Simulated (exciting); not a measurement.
# KCdF3: the Cd L₃ edge from the Bethe–Salpeter equation

Aim: the Cd L₃ absorption edge of KCdF3 with the electron–hole interaction treated explicitly, and what each term of the kernel does.

Calculated with exciting sodium; X-ray absorption, core-level Bethe-Salpeter equation, exchange and statically screened direct term, Tamm-Dancoff, all-electron LAPW+lo LDA.

## 1. Starting point

It takes space group Pm-3m (No. 221, cubic). Conventional cell: a = 4.382 Å, b = 4.382 Å, c = 4.382 Å, α = 90.00°, β = 90.00°, γ = 90.00°. Nearest to Cd lie 6 F at 2.19 Å. K has 12 F at 3.10 Å nearest. Nearest to F lie 2 Cd at 2.19 Å and 4 K at 3.10 Å. Farther neighbours and most contacts between anions are not listed.

As a file:

```cif
data_structure
_symmetry_space_group_name_H-M 'Pm-3m'
_symmetry_Int_Tables_number 221
_cell_length_a 4.3821
_cell_length_b 4.3821
_cell_length_c 4.3821
_cell_angle_alpha 90.000
_cell_angle_beta 90.000
_cell_angle_gamma 90.000
_cell_volume 84.15
loop_
_atom_site_label
_atom_site_type_symbol
_atom_site_symmetry_multiplicity
_atom_site_Wyckoff_symbol
_atom_site_fract_x
_atom_site_fract_y
_atom_site_fract_z
_atom_site_occupancy
Cd1 Cd 1 b 0.50000 0.50000 0.50000 1
K1 K 1 a 0.00000 0.00000 0.00000 1
F1 F 3 c 0.50000 0.50000 0.00000 1
```

Differences between curves are given as r.m.s. difference over r.m.s. height.

## 2. Ground state

The species files are the program's own, with muffin-tin radii set in the input.

Contents of input.xml:

```
<input>
  <title>KCdF3</title>
  <structure speciespath="." autormt="false" epslat="1.0e-5">
    <crystal>
      <basevect>8.2809481000 0.0000000000 0.0000000000</basevect>
      <basevect>0.0000000000 8.2809481000 0.0000000000</basevect>
      <basevect>0.0000000000 0.0000000000 8.2809481000</basevect>
    </crystal>
    <species speciesfile="Cd.xml" rmt="2.240">
      <atom coord="0.5000000000 0.5000000000 0.5000000000"/>
    </species>
    <species speciesfile="K.xml" rmt="2.464">
      <atom coord="0.0000000000 0.0000000000 0.0000000000"/>
    </species>
    <species speciesfile="F.xml" rmt="1.776">
      <atom coord="0.5000000000 0.5000000000 0.0000000000"/>
      <atom coord="0.5000000000 0.0000000000 0.5000000000"/>
      <atom coord="0.0000000000 0.5000000000 0.5000000000"/>
    </species>
  </structure>
  <groundstate do="fromscratch" xctype="LDA_PW" ngridk="3 3 3" rgkmax="7" gmaxvr="14" nempty="8" swidth="0.001" maxscl="100" epsengy="1e-5"/>
</input>
```

Launch:

```console
OMP_NUM_THREADS=1 mpirun -n 2 exciting
```

Numbers of over 12 decimals in the logs are rounded to 6 here.

The program printed:

```text
EXCITING SODIUM started
********************************************************************************
* Ground-state run starting from atomic densities                              *
********************************************************************************
+ Starting initialization                                                      +
[... lattice and species ...]
 Spin treatment                             :    spin-unpolarised
 Number of Bravais lattice symmetries       :      48
[...]
+ Self-consistent loop stopped                                                 +
 STATE.OUT is written
********************************************************************************
* Groundstate module stopped                                                   *
********************************************************************************
 Total time spent (seconds)                 :        42.92
- CAUTION! Warnings have been written in file WARNING.OUT !                    -
| EXCITING SODIUM stopped                                                      =
[key lines of the parts left out:]
Total energy                               :     -6489.87862543
Fermi energy                               :         0.03259463
```

Run time: 45 s. Hardware: 2 MPI ranks of Intel Xeon Platinum 8259CL at 2.50GHz (Skylake/Cascade Lake), shared host.

The warnings file holds hints only, no warning.

The mesh shows a gap of 3.40 eV. Core levels (Dirac, from the valence top):

```csv
atom,level,energy (eV)
Cd,2s1/2,-3923.2
Cd,2p1/2,-3653.9
Cd,2p3/2,-3461.7
Cd,3s1/2,-724.5
Cd,3p1/2,-616.4
Cd,3p3/2,-582.1
Cd,3d3/2,-390.1
Cd,3d5/2,-383.1
Cd,4s1/2,-98.2
```

## 3. A richer basis for the empty states

Each species file gets more local orbitals, built from u and its energy derivative at 0.15 Ha and u at 0.9 Ha.

input.xml is that of step 2.

Contents of SPECIES.xml, added lines:

```
<lo l="L">  <!-- L = 0, 1, 2 -->
  <wf matchingOrder="0" trialEnergy="0.1500" searchE="false"/>
  <wf matchingOrder="1" trialEnergy="0.1500" searchE="false"/>
  <wf matchingOrder="0" trialEnergy="0.9000" searchE="false"/>
</lo>
```

Launch:

```console
OMP_NUM_THREADS=1 mpirun -n 2 exciting
```

The program printed:

```text
EXCITING SODIUM started
********************************************************************************
* Ground-state run starting from atomic densities                              *
********************************************************************************
+ Starting initialization                                                      +
[... lattice and species ...]
 Spin treatment                             :    spin-unpolarised
 Number of Bravais lattice symmetries       :      48
[...]
+ Self-consistent loop stopped                                                 +
 STATE.OUT is written
********************************************************************************
* Groundstate module stopped                                                   *
********************************************************************************
 Total time spent (seconds)                 :        45.05
- CAUTION! Warnings have been written in file WARNING.OUT !                    -
| EXCITING SODIUM stopped                                                      =
[key lines of the parts left out:]
Total energy                               :     -6489.87981754
Fermi energy                               :         0.03324063
```

Wall time 46 s (2 MPI ranks).

Against the first ground state the total energy moves by -6 meV an atom and the gap by -0.02 eV.

## 4. Screening, kernels and BSE for Cd atom 1

The absorber has 6 F at 2.19 Å (octahedral, site symmetry m-3m).

Edit input.xml of step 3 so:

```diff
@@ -20,3 +20,19 @@
   </structure>
-  <groundstate do="fromscratch" xctype="LDA_PW" ngridk="3 3 3" rgkmax="7" gmaxvr="14" nempty="8" swidth="0.001" maxscl="100" epsengy="1e-5"/>
+  <groundstate do="skip" xctype="LDA_PW" ngridk="3 3 3" rgkmax="7" gmaxvr="14" nempty="8" swidth="0.001" maxscl="100" epsengy="1e-5"/>
+  <xs xstype="BSE" ngridk="3 3 3" ngridq="3 3 3" vkloff="0.097 0.273 0.493" rgkmax="7" nempty="39" gqmax="3" lmaxapwwf="5" lmaxemat="3" broad="0.04594" tevout="true">
+    <energywindow intv="126.896 128.513" points="440"/>
+    <screening screentype="full" nempty="62"/>
+    <BSE xas="true" xasspecies="1" xasatom="1" xasedge="L3" bsetype="singlet" nstlxas="1 35"/>
+    <qpointset>
+      <qpoint>0 0 0</qpoint>
+    </qpointset>
+    <plan>
+      <doonly task="xsgeneigvec"/>
+      <doonly task="writepmatxs"/>
+      <doonly task="scrgeneigvec"/>
+      <doonly task="scrwritepmat"/>
+      <doonly task="screen"/>
+      <doonly task="scrcoulint"/>
+    </plan>
+  </xs>
 </input>
```

Contents of input.xml for the exchange start (cutoff and plan only):

```
  gqmax="2"
  <plan>
    <doonly task="exccoulint"/>
  </plan>
```

Contents of input.xml for the last start (plan only):

```
  <plan>
    <doonly task="bse"/>
  </plan>
```

Launch:

```console
OMP_NUM_THREADS=1 mpirun -n 2 exciting
OMP_NUM_THREADS=1 mpirun -n 2 exciting
OMP_NUM_THREADS=2 exciting
```

The program printed:

```text
| EXCITING SODIUM started for task xsgeneigvec ( 301)                          =
One-shot GS runs for BSE calculations
One-shot GS runs for k+qmt/2 grids
Info(xsgeneigvec): Generating eigenvectors for Q-point      1
Info(xsgeneigvec): Generation of eigenvectors finished
| EXCITING SODIUM started for task writepmatxs ( 320)                          =
Info(writepmatxs): Momentum matrix elements finished
| EXCITING SODIUM started for task scrgeneigvec ( 401)                         =
One-shot GS runs for BSE calculations
One-shot GS runs for k+qmt/2 grids
[...]
Info(setup_bse_block): Setting up RR part of hamiltonian
Info(setup_bse_block): Singlet spin state
Info(bse): Diagonalizing RR Hamiltonian (TDA)
Info(bse): Invoking Lapack routine ZHEEVR
      3780 eigen solutions found in the interval:
         i1=       1 i2=    3780
Info(bse): Writing excition energies and oscillator strengths to text file.
Info(makespectrum_dist): Making spectrum using formula for coupling with time reversed AR basis.
Info(makespectrum_dist): Using formalism for vanishing momentum transfer.
Info(writederived): Writing quantities derived from the macroscopic dielectric function.
Info(bselauncher): Spectrum finished for iqmt=  1
Info(bselauncher): All done for BSE type singlet
```

The job ended after 25 min (2 MPI ranks).

Wall time by task: xsgeneigvec 13 s, writepmatxs 13 s, scrgeneigvec 11 s, scrwritepmat 6.3 s, screen 2.3 min, scrcoulint 6.8 min, exccoulint 14 min, bse 61 s.

The Cd L₃ spectrum of Cd atom 1 (energy from the Kohn–Sham onset, core level to the lowest empty state found on the meshes used, 3465.03 eV; the ground-state mesh sets it, and the shifted mesh has its lowest transition 0.59 eV above it; Im ε scaled to the maximum of the singlet run; cut below the end of the band set):

```csv
E (eV),Im ε
-6.5,0.03
-6.0,0.03
-5.5,0.03
-5.0,0.04
-4.5,0.04
-4.0,0.05
-3.5,0.07
-3.0,0.09
-2.5,0.12
-2.0,0.15
-1.5,0.16
-1.0,0.15
-0.5,0.14
0.0,0.14
0.5,0.15
1.0,0.16
1.5,0.17
2.0,0.18
2.5,0.19
3.0,0.22
3.5,0.26
4.0,0.31
4.5,0.37
5.0,0.44
5.5,0.47
6.0,0.46
6.5,0.44
7.0,0.44
7.5,0.47
8.0,0.52
8.5,0.56
9.0,0.58
9.5,0.59
10.0,0.61
10.5,0.66
11.0,0.72
11.5,0.82
12.0,0.94
12.5,1.00
13.0,0.95
13.5,0.82
14.0,0.71
14.5,0.64
15.0,0.59
15.5,0.54
16.0,0.52
16.5,0.51
17.0,0.52
17.5,0.52
18.0,0.54
18.5,0.58
19.0,0.62
19.5,0.66
20.0,0.71
20.5,0.76
21.0,0.79
21.5,0.78
22.0,0.76
22.5,0.76
```

Maxima (height): -1.5 eV (0.16), 5.6 eV (0.47), 12.5 eV (1.00) and 21.0 eV (0.79).

The Hamiltonian has 3780 rows. The lowest groups of eigenvalues and the brightest ones, on the scale above (the program counts from the shifted mesh's onset, 0.59 eV higher). Core spinors bring spin-forbidden partners, so dark means forbidden by spin or by symmetry, and the shifted mesh splits states that symmetry would keep together:

```csv
energy (eV),states within 10 meV,relative strength
-1.698,4,0.85
-0.450,4,3.8e-4
-0.232,4,0.10
0.252,4,0.077
0.269,4,0.0099
0.698,4,0.045
12.172,4,0.94
12.545,4,0.72
12.569,4,0.78
12.683,4,1.00
12.768,4,0.60
20.892,8,0.46
```

## 5. Independent particles

Edit input.xml of step 4 so:

```diff
@@ -24,3 +24,3 @@
     <screening screentype="full" nempty="62"/>
-    <BSE xas="true" xasspecies="1" xasatom="1" xasedge="L3" bsetype="singlet" nstlxas="1 35"/>
+    <BSE xas="true" xasspecies="1" xasatom="1" xasedge="L3" bsetype="IP" nstlxas="1 35"/>
     <qpointset>
@@ -29,8 +29,3 @@
     <plan>
-      <doonly task="xsgeneigvec"/>
-      <doonly task="writepmatxs"/>
-      <doonly task="scrgeneigvec"/>
-      <doonly task="scrwritepmat"/>
-      <doonly task="screen"/>
-      <doonly task="scrcoulint"/>
+      <doonly task="bse"/>
     </plan>
```

Launch:

```console
OMP_NUM_THREADS=2 exciting
```

The program printed:

```text
| EXCITING SODIUM started for task bse ( 445)                                  =
Info(bselauncher): Init time:    1.405182
Info(bselauncher): Setting up and diagonalizing BSE Hamiltonian.
Info(bselauncher): Using momentum transfer vectors from list :   1 to  1
Info(bselauncher): Distributing qmt-points over   1 processes.
Info(bselauncher): BSE type: IP
Info(bselauncher): Momentum transfer list index: iqmt=  1
Info(bselauncher): Momentum transfer: vqmtl=   0.000   0.000   0.000
Info(bse): Inspecting occupations...
Info(setranges_modxs): Number of non-reduced k-points:       27
[...]
highest unoccupied state:  59
  Opening gap with a scissor of:      0.000/H      0.000/eV
Info(select_transitions): Number of participating transitions:    3780
Info(bse): Selecting transitions...
Info(bse):bsegap (eV):  3465.620492
Info(bse): IP requested, nothing much to do
Info(bse): Writing excition energies and oscillator strengths to text file.
Info(makespectrum_dist): Making spectrum using formula for coupling with time reversed AR basis.
Info(makespectrum_dist): Using formalism for vanishing momentum transfer.
Info(writederived): Writing quantities derived from the macroscopic dielectric function.
Info(bselauncher): Spectrum finished for iqmt=  1
Info(bselauncher): All done for BSE type IP
```

Run time: 3 s. Hardware: 2 threads.

Maxima (height): 15.0 eV (0.87). The spectrum differs from the singlet run by 41 % r.m.s. Moving the earlier curve by +3.1 eV leaves 19 %. The highest maximum lies at 15.0 eV (0.87), against 12.5 eV (1.00).

## 6. Exchange alone

Edit input.xml of step 5 so:

```diff
@@ -24,3 +24,3 @@
     <screening screentype="full" nempty="62"/>
-    <BSE xas="true" xasspecies="1" xasatom="1" xasedge="L3" bsetype="IP" nstlxas="1 35"/>
+    <BSE xas="true" xasspecies="1" xasatom="1" xasedge="L3" bsetype="RPA" nstlxas="1 35"/>
     <qpointset>
```

Launch:

```console
OMP_NUM_THREADS=2 exciting
```

The program printed:

```text
| EXCITING SODIUM started for task bse ( 445)                                  =
Info(bselauncher): Init time:    1.380090
Info(bselauncher): Setting up and diagonalizing BSE Hamiltonian.
Info(bselauncher): Using momentum transfer vectors from list :   1 to  1
Info(bselauncher): Distributing qmt-points over   1 processes.
Info(bselauncher): BSE type: RPA
Info(bselauncher): Momentum transfer list index: iqmt=  1
Info(bselauncher): Momentum transfer: vqmtl=   0.000   0.000   0.000
Info(bse): Inspecting occupations...
Info(setranges_modxs): Number of non-reduced k-points:       27
[...]
Info(setup_bse_block): Setting up RR part of hamiltonian
Info(setup_bse_block): Using RPA approximation
Info(bse): Diagonalizing RR Hamiltonian (TDA)
Info(bse): Invoking Lapack routine ZHEEVR
      3780 eigen solutions found in the interval:
         i1=       1 i2=    3780
Info(bse): Writing excition energies and oscillator strengths to text file.
Info(makespectrum_dist): Making spectrum using formula for coupling with time reversed AR basis.
Info(makespectrum_dist): Using formalism for vanishing momentum transfer.
Info(writederived): Writing quantities derived from the macroscopic dielectric function.
Info(bselauncher): Spectrum finished for iqmt=  1
Info(bselauncher): All done for BSE type RPA
```

The job ended after 62 s (2 threads).

Maxima (height): 15.0 eV (0.87). The spectrum is that of the independent-particle run within 1 %.

## 7. Another input

In this try the input is made faulty on purpose, to show what that does.

Edit input.xml of step 6 so:

```diff
@@ -21,6 +21,6 @@
   <groundstate do="skip" xctype="LDA_PW" ngridk="3 3 3" rgkmax="7" gmaxvr="14" nempty="8" swidth="0.001" maxscl="100" epsengy="1e-5"/>
-  <xs xstype="BSE" ngridk="3 3 3" ngridq="3 3 3" vkloff="0.097 0.273 0.493" rgkmax="7" nempty="39" gqmax="3" lmaxapwwf="5" lmaxemat="3" broad="0.04594" tevout="true">
+  <xs xstype="BSE" ngridk="3 3 3" ngridq="3 3 3" vkloff="0.097 0.273 0.493" rgkmax="7" nempty="39" gqmax="0.6" lmaxapwwf="5" lmaxemat="3" broad="0.04594" tevout="true">
     <energywindow intv="126.896 128.513" points="440"/>
     <screening screentype="full" nempty="62"/>
-    <BSE xas="true" xasspecies="1" xasatom="1" xasedge="L3" bsetype="RPA" nstlxas="1 35"/>
+    <BSE xas="true" xasspecies="1" xasatom="1" xasedge="L3" bsetype="singlet" nstlxas="1 35"/>
     <qpointset>
@@ -29,3 +29,6 @@
     <plan>
-      <doonly task="bse"/>
+      <doonly task="xsgeneigvec"/>
+      <doonly task="screen"/>
+      <doonly task="scrcoulint"/>
+      <doonly task="exccoulint"/>
     </plan>
```

Contents of input.xml for the last start (plan only):

```
  <plan>
    <doonly task="bse"/>
  </plan>
```

Launch:

```console
OMP_NUM_THREADS=1 mpirun -n 2 exciting
OMP_NUM_THREADS=2 exciting
```

The program printed:

```text
| EXCITING SODIUM started for task xsgeneigvec ( 301)                          =
One-shot GS runs for BSE calculations
One-shot GS runs for k+qmt/2 grids
Info(xsgeneigvec): Generating eigenvectors for Q-point      1
Info(xsgeneigvec): Generation of eigenvectors finished
| EXCITING SODIUM started for task screen ( 430)                               =
Info(screenlauncher): Calculating screening for unshifted q-grid.
Info(screenlauncher): Number of q points:       4
Info(screenlauncher): lowest (partially)  unoccupied state:     25
[...]
Info(setup_bse_block): Setting up RR part of hamiltonian
Info(setup_bse_block): Singlet spin state
Info(bse): Diagonalizing RR Hamiltonian (TDA)
Info(bse): Invoking Lapack routine ZHEEVR
      3780 eigen solutions found in the interval:
         i1=       1 i2=    3780
Info(bse): Writing excition energies and oscillator strengths to text file.
Info(makespectrum_dist): Making spectrum using formula for coupling with time reversed AR basis.
Info(makespectrum_dist): Using formalism for vanishing momentum transfer.
Info(writederived): Writing quantities derived from the macroscopic dielectric function.
Info(bselauncher): Spectrum finished for iqmt=  1
Info(bselauncher): All done for BSE type singlet
```

Wall time 4.3 min (2 MPI ranks).

The input has a fault: the cutoff of the kernels is far too low. The spectrum differs from the singlet run by 11 % r.m.s. The highest maximum lies at 12.9 eV (0.99), against 12.5 eV (1.00). The first bright state moves from -1.70 to -1.24 eV. The kernels miss the short-range part of the Coulomb interaction, its components above their cutoff.

```csv
E (eV),first run,this run
-6.0,0.03,0.02
-5.0,0.04,0.03
-4.0,0.05,0.04
-3.0,0.09,0.06
-2.0,0.15,0.10
-1.0,0.15,0.14
0.0,0.14,0.14
1.0,0.16,0.16
2.0,0.18,0.17
3.0,0.22,0.21
4.0,0.31,0.28
5.0,0.44,0.37
6.0,0.46,0.39
7.0,0.44,0.35
8.0,0.52,0.40
9.0,0.58,0.46
10.0,0.61,0.50
11.0,0.72,0.60
12.0,0.94,0.81
13.0,0.95,0.98
14.0,0.71,0.78
15.0,0.59,0.63
16.0,0.52,0.54
17.0,0.52,0.53
18.0,0.54,0.56
19.0,0.62,0.62
20.0,0.71,0.70
21.0,0.79,0.81
22.0,0.76,0.80
```

[end of part 1 of 2]

[Banner, clock and machine lines of the logs are left out without a mark of their own.]

[Logs are printed without paths, hosts, clocks, repeated set-up lines and the standing remarks that a program may print on its own settings, such as how far it seeks lower states.]

[Hosts, paths, dates, database ids (printed as entryN), source tags and the programs' standing remarks are cut or masked in the printed files.]
